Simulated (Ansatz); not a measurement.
## KCaInWO6: complex band structure

Aim: the decay constants that govern tunnelling through KCaInWO6.

Main program and level: Ansatz 0.2.0; PBE DFT, plane waves, PAW files, in the first sound run; inputs show where later runs differ.

This is a report of a sequence of runs, with most program output left out.

### Step 1. Set-up

The structure is cubic, space group F-43m (No. 216). Conventional cell: a = 8.177 Å, b = 8.177 Å, c = 8.177 Å, α = 90.00°, β = 90.00°, γ = 90.00°. K has 12 O at 2.89 Å nearest. Ca has 12 O at 2.89 Å nearest. Nearest to In lie 6 O at 2.15 Å. Nearest to W lie 6 O at 1.94 Å. Nearest to O lie 1 W at 1.94 Å and 1 In at 2.15 Å and 2 Ca at 2.89 Å and 2 K at 2.89 Å. Farther neighbours and most contacts between anions are not listed.

Structure file:

```cif
data_structure
_symmetry_space_group_name_H-M 'F-43m'
_symmetry_Int_Tables_number 216
_cell_length_a 8.1770
_cell_length_b 8.1770
_cell_length_c 8.1770
_cell_angle_alpha 90.000
_cell_angle_beta 90.000
_cell_angle_gamma 90.000
_cell_volume 546.74
loop_
_atom_site_label
_atom_site_type_symbol
_atom_site_symmetry_multiplicity
_atom_site_Wyckoff_symbol
_atom_site_fract_x
_atom_site_fract_y
_atom_site_fract_z
_atom_site_occupancy
K1 K 4 d 0.25000 0.25000 0.75000 1
Ca1 Ca 4 c 0.25000 0.25000 0.25000 1
In1 In 4 a 0.00000 0.00000 0.00000 1
W1 W 4 b 0.50000 0.00000 0.00000 1
O1 O 24 f 0.26239 0.00000 0.00000 1
```

### Step 2. The bulk crystal and its band edges

The energy window and the wavevectors of the next steps follow from the band edges, so these are searched first, off the mesh as well.

Contents of input.yaml:

```yaml
crystal:
  lattice:
    - [0.0, 4.08848494, 4.08848494]
    - [4.08848494, 0.0, 4.08848494]
    - [4.08848494, 4.08848494, 0.0]
  atoms:
    - { symbol: K, position: [0.25, 0.25, 0.25] }
    - { symbol: Ca, position: [0.75, 0.75, 0.75] }
    - { symbol: In, position: [0.0, 0.0, 0.0] }
    - { symbol: W, position: [0.5, 0.5, 0.5] }
    - { symbol: O, position: [0.73761249, 0.26238751, 0.26238751] }
    - { symbol: O, position: [0.26238751, 0.73761249, 0.73761249] }
    - { symbol: O, position: [0.26238751, 0.73761249, 0.26238751] }
    - { symbol: O, position: [0.73761249, 0.26238751, 0.73761249] }
    - { symbol: O, position: [0.26238751, 0.26238751, 0.73761249] }
    - { symbol: O, position: [0.73761249, 0.73761249, 0.26238751] }
kpoints:
  mp_grid: { grid: [5, 5, 5] }
  band_path: { path: [VBM, CBM], npoints: 30 }
scf:
  occupations: { method: fixed }
hamiltonian:
  xc: pbe
output:
  eigenvalues: true
```

On the command line:

```console
ansatz run input.yaml --threads 2 --pin off --max-ram 4096MiB --backend cpu --events-out ev --progress --plain --runs-dir out
```

Elapsed: 41 s, on 2 threads of Arm Neoverse N1, shared host; peak memory 0.45 GiB; 79 s of CPU time.

Numbers from this step:

```
free energy         : -22748.3383 eV
Fermi energy        : 7.933 eV
gap on the k-mesh   : 2.971 eV
gap on path         : 2.964 eV, by band count; negative where bands overlap
direct gap on path  : 3.013 eV
edge places on path : 0, 0.7684 1/A along the path
```

Electronic bands along the path, in eV, zero at the Fermi level (highest filled level under fixed occupations); v1 is the highest filled band, c1 the lowest empty one:

```
  point     v4     v3     v2     v1    c1    c2    c3    c4
    VBM  -0.81   0.00   0.00   0.00  3.05  3.05  3.05  3.97
halfway  -0.97  -0.43  -0.43  -0.02  3.00  3.43  3.43  4.65
    CBM  -1.06  -0.83  -0.83  -0.05  2.96  3.79  3.86  3.86
```

The searched edges give 2.96 eV, against 2.97 eV on the mesh.

### Step 3. Complex bands, plane (111)

This step: PBE DFT, plane waves, PAW files; complex bands by layer matching along the plane's normal (Ansatz 0.2.0).

The same crystal is laid in a cell whose first two vectors span the (111) plane (indices of the standard conventional cell, whose axes can be ordered otherwise than in the bulk input). At fixed energy and wavevector in the plane the solver finds all kz, real and complex. A few wavevectors are listed, (0, 0), (-0.5, -0.5) and (0.5, 0) in units of the plane's reciprocal vectors; the slowest state needn't be among them.

Contents of input.yaml:

```yaml
crystal:
  lattice:
    - [5.7819908517, 0.0, 0.0]
    - [2.8909954259, 5.007350962, 0.0]
    - [0.0, 3.3382339747, 4.7209757614]
  atoms:
    - { symbol: K, position: [0.75, 0.5, 0.25] }
    - { symbol: Ca, position: [0.25, 0.5, 0.75] }
    - { symbol: In, position: [0.0, 0.0, 0.0] }
    - { symbol: W, position: [0.5, 0.0, 0.5] }
    - { symbol: O, position: [0.73761249, 0.0, 0.26238751] }
    - { symbol: O, position: [0.26238751, 0.0, 0.73761249] }
    - { symbol: O, position: [0.26238751, 0.0, 0.26238751] }
    - { symbol: O, position: [0.73761249, 0.0, 0.73761249] }
    - { symbol: O, position: [0.73761249, 0.52477502, 0.73761249] }
    - { symbol: O, position: [0.26238751, 0.47522498, 0.26238751] }
kpoints:
  mp_grid: { grid: [6, 6, 6] }
scf:
  occupations: { method: fixed }
hamiltonian:
  xc: pbe
output:
  eigenvalues: true
  transmission:
    leads: [[0, 0]]
    kpoints: [[0.0, 0.0], [-0.5, -0.5], [0.5, 0.0]]
    e_range: [-1.0, 3.96]
    de: 0.08
```

It took 3.9 min on 2 threads; peak memory 0.96 GiB; 5.9 min of CPU time.

Numbers from this step:

```yaml
free_energy: -22748.3375 eV
gap_on_the_k_mesh: 2.964 eV
level_to_which_the_leads_are_filled: 1.482 eV from the Fermi level
decay_constant_at_the_filling_level_zone_centre: 0.3299 Å⁻¹
decay_constant_at_the_filling_level_slowest_listed_point: 0.3299 Å⁻¹
```

K parallel (0, 0); values up to 1.5 1/Å, a degenerate pair printed once or twice; energies at which all values exceed this have no row. Table of Im kz of the slowest decaying states by energy, zero at the highest filled level on the SCF mesh:

```
energy (eV)  decay 1 (Å⁻¹)  decay 2 (Å⁻¹)  decay 3 (Å⁻¹)  decay 4 (Å⁻¹)
      -1.00         0.0948          0.185          0.327          0.561
      -0.84          0.151          0.164          0.569          0.744
      -0.60          0.145          0.156          0.280          0.580
      -0.44          0.138          0.154          0.188          0.319
      -0.20          0.232          0.313          0.362          0.593
      -0.04          0.254          0.365          0.383          0.597
       0.20          0.244          0.280          0.361          0.407
       0.36          0.293          0.315          0.419          0.445
       0.60          0.308          0.386          0.434          0.476
       0.76          0.316          0.416          0.446          0.493
       1.00          0.324          0.434          0.475          0.513
       1.16          0.328          0.437          0.495          0.525
       1.40          0.330          0.436          0.521          0.539
       1.56          0.330          0.433          0.535          0.546
       1.80          0.326          0.423          0.551          0.554
       1.96          0.322          0.414          0.558          0.560
       2.20          0.312          0.393          0.561          0.569
       2.36          0.303          0.374          0.561          0.573
       2.60          0.285          0.332          0.557          0.565
       2.76          0.266          0.289          0.552          0.555
       3.00          0.142          0.195          0.464          0.530
       3.16          0.352          0.481          0.516          0.571
       3.40          0.237          0.333          0.394          0.547
       3.56          0.199          0.454          0.555          0.575
       3.80          0.128          0.537          0.538          0.544
       3.96         0.0258          0.519          0.521          0.580
```

K parallel (-0.5, -0.5); values up to 1.5 1/Å, a degenerate pair printed once or twice; energies at which all values exceed this have no row. Im kz of the slowest decaying states against energy, zero at the highest filled level on the SCF mesh:

```
energy (eV)  decay 1 (Å⁻¹)  decay 2 (Å⁻¹)  decay 3 (Å⁻¹)  decay 4 (Å⁻¹)
      -1.00          0.164          0.227          0.229          0.427
      -0.84         0.0681          0.105          0.230          0.457
      -0.60         0.0463          0.237          0.261          0.328
      -0.44         0.0833          0.108          0.118          0.271
      -0.20          0.184          0.258          0.304          0.384
      -0.04         0.0736          0.223          0.320          0.321
       0.20          0.264          0.338          0.339          0.360
       0.36          0.286          0.346          0.356          0.452
       0.60          0.310          0.355          0.378          0.502
       0.76          0.323          0.358          0.389          0.520
       1.00          0.337          0.360          0.402          0.540
       1.16          0.343          0.360          0.407          0.551
       1.40          0.348          0.357          0.412          0.565
       1.56          0.348          0.353          0.412          0.572
       1.80          0.344          0.344          0.408          0.582
       1.96          0.336          0.337          0.403          0.586
       2.20          0.321          0.321          0.389          0.592
       2.36          0.304          0.308          0.376          0.554
       2.60          0.267          0.281          0.349          0.460
       2.76          0.228          0.249          0.322          0.387
       3.00          0.110          0.264          0.284          0.598
       3.16         0.0767          0.200          0.246          0.593
       3.40          0.194          0.261          0.563          0.596
       3.56          0.150          0.396          0.538          0.594
       3.80          0.510          0.597          0.628          0.706
       3.96          0.164          0.199          0.537          0.587
```

K parallel (0.5, 0); values up to 1.5 1/Å, a degenerate pair printed once or twice; energies at which all values exceed this have no row. The Im kz of the slowest decaying states by energy, zero at the highest filled level on the SCF mesh:

```
energy (eV)  decay 1 (Å⁻¹)  decay 2 (Å⁻¹)  decay 3 (Å⁻¹)  decay 4 (Å⁻¹)
    -1.0000          0.164          0.227          0.229          0.427
    -0.7600          0.180          0.231          0.466          0.672
    -0.5200         0.0776          0.255          0.288          0.459
    -0.2800          0.159          0.210          0.295          0.363
    -0.0400         0.0736          0.223          0.320          0.321
     0.2800          0.276          0.342          0.348          0.409
     0.5200          0.303          0.352          0.371          0.492
     0.7600          0.323          0.358          0.389          0.520
     1.0000          0.337          0.360          0.402          0.540
     1.2400          0.345          0.359          0.409          0.556
     1.4800          0.348          0.355          0.412          0.569
     1.7200          0.346          0.347          0.410          0.579
     1.9600          0.336          0.337          0.403          0.586
     2.2800          0.313          0.315          0.383          0.588
     2.5200          0.281          0.292          0.359          0.492
     2.7600          0.228          0.249          0.322          0.387
     3.0000          0.110          0.264          0.284          0.598
     3.2400          0.122          0.149          0.229          0.584
     3.4800          0.173          0.339          0.552          0.595
     3.7200         0.0827          0.498          0.593          0.610
```

At the listed wavevectors the last open channel is at -0.04 eV and the next at +3.00 eV on the grid. At +1.48 eV, the grid energy nearest the filling level (the middle of the gap on the SCF mesh), the slowest state at the listed wavevectors decays with κ = 0.330 Å⁻¹, its amplitude falling by e over 3.0 Å. Through 1 nm of this crystal that state's transmission falls by exp(−2 × 0.330 Å⁻¹ × 10 Å) = 0.0014.

### Step 4. Decay over the two-dimensional zone

The listed points could miss the slowest state, so one energy near mid-gap is solved on a mesh of 12×12.

input.yaml, as its differences from that of step 3:

```diff
@@ -24,6 +24,2 @@
   eigenvalues: true
-  transmission:
-    leads: [[0, 0]]
-    kpoints: [[0.0, 0.0], [-0.5, -0.5], [0.5, 0.0]]
-    e_range: [-1.0, 3.96]
-    de: 0.08
+  transmission: { leads: [[0, 0]], kmesh: [12, 12], e_range: [1.48, 1.49], de: 0.05 }
```

Wall time 76 s (2 threads); peak memory 0.83 GiB.

Numbers from this step:

* least decay constant on the mesh: 0.3299 Å⁻¹

Slowest decay constant (1/Å; 0 where a channel is open) over k1 and k2. At 1.4800 eV from the Fermi level.

Values, 12 rows by 12 columns:
```
0.361 0.363 0.370 0.370 0.363 0.361 0.351 0.380 0.386 0.386 0.380 0.351
0.374 0.370 0.372 0.370 0.374 0.380 0.359 0.387 0.390 0.387 0.359 0.380
0.381 0.370 0.370 0.381 0.386 0.387 0.367 0.388 0.388 0.367 0.387 0.386
0.374 0.363 0.374 0.386 0.390 0.388 0.367 0.377 0.367 0.388 0.390 0.386
0.361 0.361 0.380 0.387 0.388 0.377 0.348 0.348 0.377 0.388 0.387 0.380
0.348 0.351 0.359 0.367 0.367 0.348 0.330 0.348 0.367 0.367 0.359 0.351
0.361 0.380 0.387 0.388 0.377 0.348 0.348 0.377 0.388 0.387 0.380 0.361
0.374 0.386 0.390 0.388 0.367 0.377 0.367 0.388 0.390 0.386 0.374 0.363
0.381 0.386 0.387 0.367 0.388 0.388 0.367 0.387 0.386 0.381 0.370 0.370
0.374 0.380 0.359 0.387 0.390 0.387 0.359 0.380 0.374 0.370 0.372 0.370
0.361 0.351 0.380 0.386 0.386 0.380 0.351 0.361 0.363 0.370 0.370 0.363
0.348 0.361 0.374 0.381 0.374 0.361 0.348 0.361 0.374 0.381 0.374 0.361
```
Columns: k1 (b1) from -0.5 to 0.417; rows upwards: k2 (b2) from -0.5 to 0.417.

The least value on the mesh is 0.330 Å⁻¹ at +1.48 eV. At that energy the listed points give about 0.330 Å⁻¹ by interpolation, so the mesh holds no clearly slower state.

### Step 5. Decaying states in the gap, plane (001)

The same for the (001) plane, at (0, 0) and (-0.5, -0.5), to see how the decay depends on direction.

Contents of input.yaml:

```yaml
crystal:
  lattice:
    - [5.7819908517, 0.0, 0.0]
    - [0.0, 5.7819908517, 0.0]
    - [2.8909954259, 2.8909954259, 4.08848494]
  atoms:
    - { symbol: K, position: [0.75, 0.25, 0.5] }
    - { symbol: Ca, position: [0.25, 0.75, 0.5] }
    - { symbol: In, position: [0.0, 0.0, 0.0] }
    - { symbol: W, position: [0.5, 0.5, 0.0] }
    - { symbol: O, position: [0.73761249, 0.26238751, 0.0] }
    - { symbol: O, position: [0.26238751, 0.73761249, 0.0] }
    - { symbol: O, position: [0.73761249, 0.73761249, 0.52477502] }
    - { symbol: O, position: [0.26238751, 0.26238751, 0.47522498] }
    - { symbol: O, position: [0.26238751, 0.26238751, 0.0] }
    - { symbol: O, position: [0.73761249, 0.73761249, 0.0] }
kpoints:
  mp_grid: { grid: [6, 6, 6] }
scf:
  occupations: { method: fixed }
hamiltonian:
  xc: pbe
output:
  eigenvalues: true
  transmission:
    leads: [[0, 0]]
    kpoints: [[0.0, 0.0], [-0.5, -0.5]]
    e_range: [-1.0, 3.96]
    de: 0.1
```

It took 2.7 min on 2 threads; peak memory 0.97 GiB.

Numbers from this step:

```
decay constant at the filling level, zone centre          : 0.3843 Å⁻¹
decay constant at the filling level, slowest listed point : 0.3843 Å⁻¹
```

K parallel (0, 0); values up to 1.5 1/Å, a degenerate pair printed once or twice; energies at which all values exceed this have no row. The Im kz of the slowest decaying states by energy, zero at the highest filled level on the SCF mesh:

```
energy (eV)  decay 1 (Å⁻¹)  decay 2 (Å⁻¹)  decay 3 (Å⁻¹)  decay 4 (Å⁻¹)
    -1.0000          0.116          0.132          0.132          0.201
    -0.8000         0.0461         0.0679          0.293          0.382
    -0.5000          0.250          0.341          0.406          0.419
    -0.3000          0.301          0.400          0.445          0.452
     0.0000         0.0172         0.0694          0.347          0.449
     0.2000          0.226          0.366          0.464          0.519
     0.5000          0.350          0.383          0.464          0.549
     0.7000          0.389          0.432          0.561          0.621
     1.0000          0.392          0.456          0.574          0.743
     1.2000          0.391          0.465          0.561          0.579
     1.5000          0.384          0.470          0.484          0.583
     1.7000          0.377          0.449          0.469          0.583
     2.0000          0.363          0.406          0.459          0.580
     2.2000          0.352          0.380          0.446          0.576
     2.5000          0.331          0.341          0.417          0.566
     2.7000          0.314          0.314          0.386          0.557
     3.0000          0.134          0.268          0.288          0.454
     3.2000          0.234          0.250          0.436          0.464
     3.5000          0.167          0.205          0.466          0.499
     3.7000         0.0937          0.159          0.461          0.477
```

K parallel (-0.5, -0.5); values up to 1.5 1/Å, a degenerate pair printed once or twice; energies at which all values exceed this have no row. The Im kz of the slowest decaying states by energy, zero at the highest filled level on the SCF mesh:

```
energy (eV)  decay 1 (Å⁻¹)  decay 2 (Å⁻¹)  decay 3 (Å⁻¹)  decay 4 (Å⁻¹)
      -1.00          0.126          0.263          0.419          0.557
      -0.80          0.154          0.201          0.582          0.618
      -0.60          0.307          0.349          0.664          0.675
      -0.40         0.0230          0.363          0.422          0.700
      -0.20          0.396          0.457          0.728          0.761
       0.00          0.135          0.410          0.471          0.752
       0.20          0.320          0.389          0.472          0.771
       0.40          0.398          0.467          0.788          0.820
       0.60          0.428          0.458          0.803          0.831
       0.80          0.447          0.448          0.816          0.839
       1.00          0.434          0.461          0.826          0.844
       1.20          0.422          0.469          0.833          0.847
       1.40          0.408          0.473          0.838          0.848
       1.50          0.401          0.473          0.839          0.848
       1.70          0.387          0.470          0.838          0.846
       1.90          0.371          0.464          0.835          0.842
       2.10          0.355          0.453          0.829          0.837
       2.30          0.337          0.437          0.820          0.829
       2.50          0.318          0.413          0.811          0.821
       2.70          0.296          0.360          0.398          0.799
       2.90          0.156          0.272          0.473          0.787
       3.10          0.244          0.501          0.773          0.787
       3.30          0.209          0.520          0.758          0.777
       3.50          0.165          0.535          0.742          0.777
       3.70         0.0936          0.546          0.723          0.854
       3.90         0.0875          0.484          0.556          0.704
```

At the listed wavevectors the last open channel is at -0.10 eV and the next at +3.00 eV on the grid. At +1.50 eV, the grid energy nearest the filling level (the middle of the gap on the SCF mesh), the slowest state at the listed wavevectors decays with κ = 0.384 Å⁻¹, its amplitude falling by e over 2.6 Å; the first such run, plane (111), gave 0.330 Å⁻¹.

### Step 6. Band edges at another level

This step: PBE DFT, plane waves, JTH PAW files (Ansatz 0.2.0).

The edges again with JTH files, at the same atoms.

Contents of input.yaml:

```yaml
crystal:
  lattice:
    - [0.0, 4.08848494, 4.08848494]
    - [4.08848494, 0.0, 4.08848494]
    - [4.08848494, 4.08848494, 0.0]
  atoms:
    - { symbol: K, position: [0.25, 0.25, 0.25] }
    - { symbol: Ca, position: [0.75, 0.75, 0.75] }
    - { symbol: In, position: [0.0, 0.0, 0.0] }
    - { symbol: W, position: [0.5, 0.5, 0.5] }
    - { symbol: O, position: [0.73761249, 0.26238751, 0.26238751] }
    - { symbol: O, position: [0.26238751, 0.73761249, 0.73761249] }
    - { symbol: O, position: [0.26238751, 0.73761249, 0.26238751] }
    - { symbol: O, position: [0.73761249, 0.26238751, 0.73761249] }
    - { symbol: O, position: [0.26238751, 0.26238751, 0.73761249] }
    - { symbol: O, position: [0.73761249, 0.73761249, 0.26238751] }
kpoints:
  mp_grid: { grid: [5, 5, 5] }
  band_path: { path: [VBM, CBM], npoints: 30 }
scf:
  occupations: { method: fixed }
hamiltonian:
  xc: pbe
  pseudopotentials: { kind: paw, source: jth }
output:
  eigenvalues: true
```

Run time: 11 s. Hardware: 2 threads; peak memory 0.97 GiB.

The program refused the input before any cycle.

The program's message: “Error: memory limit exceeded: the `cold-start seed` phase needs 4.44 GiB against the run's memory maximum of 4.00 GiB; largest carriers: wavefunctions 2.01 GiB, ion tables 1.20 GiB, plane-wave basis 0 …”

[end of part 1 of 2]

[Logs are printed without paths, hosts, clocks, repeated set-up lines and the standing remarks that a program may print on its own settings, such as how far it seeks lower states.]

[Hosts, paths, dates, database ids (printed as entryN), source tags and the programs' standing remarks are cut or masked in the printed files.]
